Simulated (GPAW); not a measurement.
## MgO (Fm-3m): how ε∞ follows the gap

The empty bands of MgO (Fm-3m) are shifted up rigidly by Δ, and ε∞ is computed for each shift.

The structure is cubic, space group Fm-3m (No. 225). The conventional cell has a = 4.217 Å, b = 4.217 Å, c = 4.217 Å, α = 90.00°, β = 90.00°, γ = 90.00°. Mg on site a has 6 O at 2.11 Å as nearest neighbours. O on site b is surrounded by 6 Mg at 2.11 Å.

Method: GPAW 26.7.0, LDA, RPA, k-mesh 14×14×14, local fields up to 50 eV, Lorentzian half width 0.15 eV.

Launch of the response step: `OMP_NUM_THREADS=1 python df.py`. The series took 47 s in all, its band step included, on 1 thread of Arm Neoverse V2, on a shared host.

| Δ (eV) | ε∞ |
| --- | --- |
| 0.00 | 3.121 |
| 0.40 | 3.046 |
| 0.80 | 2.977 |
| 1.20 | 2.913 |
| 1.60 | ? |
| 2.00 | 2.799 |

With one effective transition at E₀ and fixed dipole strength, ε∞ − 1 = A/(E₀ + Δ), so 1/(ε∞ − 1) is linear in Δ.

Working, on the rows shown:

| x = Δ (eV) | y = 1/(ε∞ − 1) |
| --- | --- |
| 0 | 0.471476 |
| 0.4 | 0.488759 |
| 0.8 | 0.505817 |
| 1.2 | 0.522739 |
| 2 | 0.555864 |

Means: x̄ = 0.88, ȳ = 0.50893. Σ(x − x̄)(y − ȳ) = 0.09988, Σ(x − x̄)² = 2.368. Slope = 0.09988 / 2.368 = 0.04218; intercept = ȳ − slope · x̄ = 0.47181. Turned back into ε∞, the line misses the rows shown by at most 0.0015.

Problem. Predict the last column of the withheld row from the fit.

Solution. At x = 1.6 the line gives y = 0.5393, that is 2.854. The run gave 2.854, so the interpolation holds to the digits printed.

Refitted with all rows, the slope is 0.04219 and the intercept 0.47181. These give E₀ = intercept/slope = 11.2 eV, far above the least direct gap of 4.65 eV: most of the screening comes from transitions well over the edge. Over the first step ε∞ falls by 6 % per eV. The cell comes from an older database entry, whose edges can be off by a per cent or so. Excitons are left out; LDA gaps are as a rule too small. The values come from a sum over the points of one k-mesh and carry its error, which grows as the direct gap shrinks. This version of GPAW has incomplete matrix elements in the optical limit, which can lower ε − 1 by up to a tenth where first-row anions or d states rule. The local-field cutoff holds few shells of reciprocal vectors for this small cell, so ε∞ can read a few per cent high.
